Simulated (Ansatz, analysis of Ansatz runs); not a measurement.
# Local vibrational mode of the Be-H pair in corundum (PBE), part 2 of 2

Subject: Be-H pair in corundum. Wanted: its local vibrational mode, in one set-up (PBE, 80-site cell, PBE lattice, 520 eV, k: the single point 1/4 1/4 1/4). The model is a cell of 80 host atoms with Be put on another atom's site and H put in between. The frequencies come from force constants among the defect atom and its neighbours, with the masses of the isotopes named. This set-up takes another basis size than the usual one.

Ansatz 0.2.0; PBE, 80-site cell, PBE lattice, 520 eV, k: the single point 1/4 1/4 1/4.

So far: The starting structure; Relaxation, charge 0.

### 2. Relaxation, charge 0 (continued)

Level of this step: plane-wave PAW DFT, PBE; relaxation of all atoms of a defect supercell (Ansatz).

Relaxation path (22 of 24):

```tsv
step	energy less that of the first step (eV)	largest force component (eV/Å)
1	0.0000	4.2272
2	-1.6015	2.1689
3	-2.4483	1.2854
4	-2.8044	0.9940
5	-3.0171	1.1193
6	-3.1870	1.0088
8	-3.5230	0.8000
9	-3.6431	0.7809
10	-3.7347	0.8758
11	-3.7683	2.0258
12	-3.8958	0.3465
13	-3.9952	0.6997
14	-4.0999	0.6300
15	-4.1745	0.2566
16	-4.1718	0.4283
17	-4.1996	0.1832
19	-4.2031	0.2763
20	-4.2189	0.0188
21	-4.2192	0.0139
22	-4.2192	0.0172
23	-4.2193	0.0078
24	-4.2193	0.0078
```

Relaxation steps 16, 19 were tried and not accepted.

The atoms that moved most (Å, from the sites as typed, ahead of the random displacement):

```tsv
atom	dx	dy	dz	length
H81	1.242	0.636	-1.398	1.975
Be4	0.328	0.486	0.180	0.613
O15	0.104	-0.093	-0.125	0.188
Al3	-0.066	-0.035	0.131	0.151
O28	-0.093	-0.016	-0.075	0.121
O19	-0.042	-0.096	0.016	0.106
Al31	-0.078	-0.021	0.038	0.089
O50	-0.012	-0.013	0.085	0.087
```

The atoms nearest to the centre after the run:

```tsv
atom	distance (Å)
O15	0.438
H81	1.011
Be4	1.925
Al32	2.082
Al13	2.199
Al31	2.395
O19	2.443
O28	2.469
```

Neighbours of the added atoms: H81: O15 1.04, O19 1.51, Be4 2.06 Å.

Read from the output:

```
free energy : -44125.7152 eV
```

The relaxation ends 52 meV an atom lower than the displaced start, with a largest force component of 0.0078 eV/Å.

### 3. Local vibrational modes

A local mode lives on the defect and the atoms next to it, so only the sites listed in the input are displaced, which costs far fewer SCF runs than the whole cell would.

This step: plane-wave PAW DFT, PBE; finite-displacement force constants among the atoms nearest to a defect, the others at rest.

Input file modes/input.yaml:

```yaml
crystal:
  lattice:
    - [4.80899874, 2.77647672, 8.74901147]
    - [-4.80899874, 2.77647672, 8.74901147]
    - [0.0, -5.55295343, 8.74901147]
  atoms:
    - { symbol: Al, position: [0.175579595, 0.174444829, 0.180333472] }
    - { symbol: Al, position: [0.071041008, 0.075627812, 0.07710176] }
[... 1 atom line left out ...]
    - { symbol: Be, position: [0.496086151, 0.428129909, 0.374610927] }
[... 8 atom lines left out ...]
    - { symbol: Al, position: [0.323506194, 0.322783475, 0.832226079] }
[... 1 atom line left out ...]
    - { symbol: O, position: [0.278440081, 0.450827942, 0.631389995] }
[... 3 atom lines left out ...]
    - { symbol: O, position: [0.365389681, 0.221205565, 0.540189329] }
[... 6 atom lines left out ...]
    - { symbol: O, position: [0.125353146, 0.775138794, 0.475646405] }
    - { symbol: O, position: [0.477226728, 0.622500552, 0.277623218] }
    - { symbol: O, position: [0.208271762, 0.534104195, 0.374003984] }
[... 2 atom lines left out ...]
    - { symbol: Al, position: [0.168054376, 0.684502151, 0.679995916] }
    - { symbol: Al, position: [0.074600373, 0.575707569, 0.568069522] }
[... 6 atom lines left out ...]
    - { symbol: O, position: [0.371375671, 0.718570601, 0.531932779] }
[... 6 atom lines left out ...]
    - { symbol: O, position: [0.626302794, 0.282271389, 0.467756569] }
[... 34 atom lines left out ...]
    - { symbol: H, position: [0.313340473, 0.351961596, 0.601525202] }
basis:
  ecutwfc: 520
  xc_grid: 2
hamiltonian:
  xc: pbe
kpoints:
  mp_grid: { grid: [1, 1, 1], shift: [0.25, 0.25, 0.25] }
scf:
  occupations: { method: fermi_dirac, width: 0.01 }
  max_iter: 120
output: {}
checkpoint:
  read: "../relax.run"
phonons:
  supercell: [1, 1, 1]
  displaced_sites: [3, 14, 18, 31, 80]
```

Launch:

```console
> ansatz run input.yaml --threads 2 --pin off --max-ram 3768MiB --backend cpu --events-out ev --progress --plain --runs-dir out
```

Numbers of over 12 decimals in the logs are rounded to 6 here.

The program printed:

```text
[...]
Crystal: 81 atoms, lattice volume = 700.905 Å³
Basis set: ecut = 520 eV, 18807 PW (Γ), exchange–correlation on 160×160×160 points (8 copies of the dense FFT grid, shifted against one another)
Bands: 273, of which v1, the nominal top of the filled ones, is band 192 counted from 1 (191 counted from 0)
Symmetry: 1 space group operations
k-points: 1
[...]
SCF iter   4: F=-44125.715161 eV  HF=-44125.715161 eV  |F-HF|=2.91e-11  |Δ(HF+E_count)|=  1.02e-10  Δρ=9.31e-8  dr2=4.23e-11  ethr=1.00e-12  ⟨swp⟩=4.0  Hψ=891  notcnv=0
SCF 1 converged in 4 iterations: F = -44125.715161 eV  dr2 = 4.23e-11
[...]
SCF 2 converged in 8 iterations: F = -44125.715109 eV  dr2 = 3.08e-12
[...]
SCF 3 converged in 4 iterations: F = -44125.715088 eV  dr2 = 4.08e-12
[...]
symmetry images taken by strict's conditions (phonons.symmetry_images: auto; settled by no image being taken that strict refuses)
  force constants formed among 5 of 81 sites (Be 3, O 14, O 18, Al 31, H 80); the other 76 at rest. The modes move the named sites alone.
  the frequencies, the zero-point energy and the sums are of the block with the acoustic sum rule laid on its rows. Row sums over every site: 2.1e-4 eV/Å² at the most
  transpose residual: 2.0e-4 eV/Å²
  largest component of a force at the reference: 7.8e-3 eV/Å on a named site, 3.2e-3 eV/Å on a site at rest
  frequencies among the named sites at Γ of the cell (cm⁻¹): 298.46 344.57 384.73 399.74 428.16 457.76 494.22 507.18 541.17 594.10 621.22 774.50 1153.80 1242.43 2360.38
  unstable modes among the named sites: 0
  frequencies as built, with no sum rule (cm⁻¹): 298.46 344.57 384.72 399.74 428.16 457.75 494.22 507.18 541.17 594.10 621.21 774.50 1153.79 1242.43 2360.39
  zero-point energy: 0.657265 eV/cell   skipped modes (ω ≤ 0): 0
  not written: the harmonic force-constant file, the file of eigenvectors (these modes' are written with the force constants), the density of states and the dispersion, which are of every site
[key lines of the parts left out:]
SCF converged after 4 iterations
Free energy (F): -44125.715161 eV
Fermi energy:    10.469413 eV
```

Run time: 6 min. Hardware: 2 threads of Intel Xeon Platinum 8488C (Sapphire Rapids), shared host; peak memory 1.8 GiB; 12 min of CPU time.

The column dr2 measures how far the density is from self-consistency, as an energy; F and HF (Harris–Foulkes) agree once it is small.

This step gave:

| Item | Value |
| --- | --- |
| free energy | -44125.7152 eV |

The modes with the largest weight on the probed atoms (the light atom of a pair), for the masses of each isotope. Modes of the displaced atoms (local only where they lie over the host's phonons):

```tsv
isotopes	mode (cm⁻¹)	share of the defect atoms
H	2361	0.925
H	1242	0.966
H	1154	0.948
D	1733	0.853
D	898.7	0.878
D	852.1	0.7
```

### 4. What came out

```json
{
 "distance from the defect atom to its nearest neighbour": "1.043 Å",
 "O-H stretch, 1H": "2361 cm⁻¹",
 "time of the whole chain": "11 min on 2 threads"
}
```

**Reading.** O-H stretch, 1H: computed 2361 cm⁻¹, measured 3060 cm⁻¹; 699 cm⁻¹ (23 %) below the measurement. The computed value is harmonic, while the measured line is the anharmonic fundamental, which for X–H stretches usually lies a few per cent lower. All levels end far under the measured line with a strong hydrogen bond: the site modelled is probably not the measured one. Only the named neighbours move, so modes near the host's band are approximate.

[Logs are printed without paths, hosts, clocks, repeated set-up lines and the standing remarks that a program may print on its own settings, such as how far it seeks lower states.]

[Hosts, paths, dates, database ids (printed as entryN), source tags and the programs' standing remarks are cut or masked in the printed files.]

[For some hosts the program warned that the k-mesh of the response run may be too coarse for force constants and the static dielectric constant; such warnings are not shown here.]
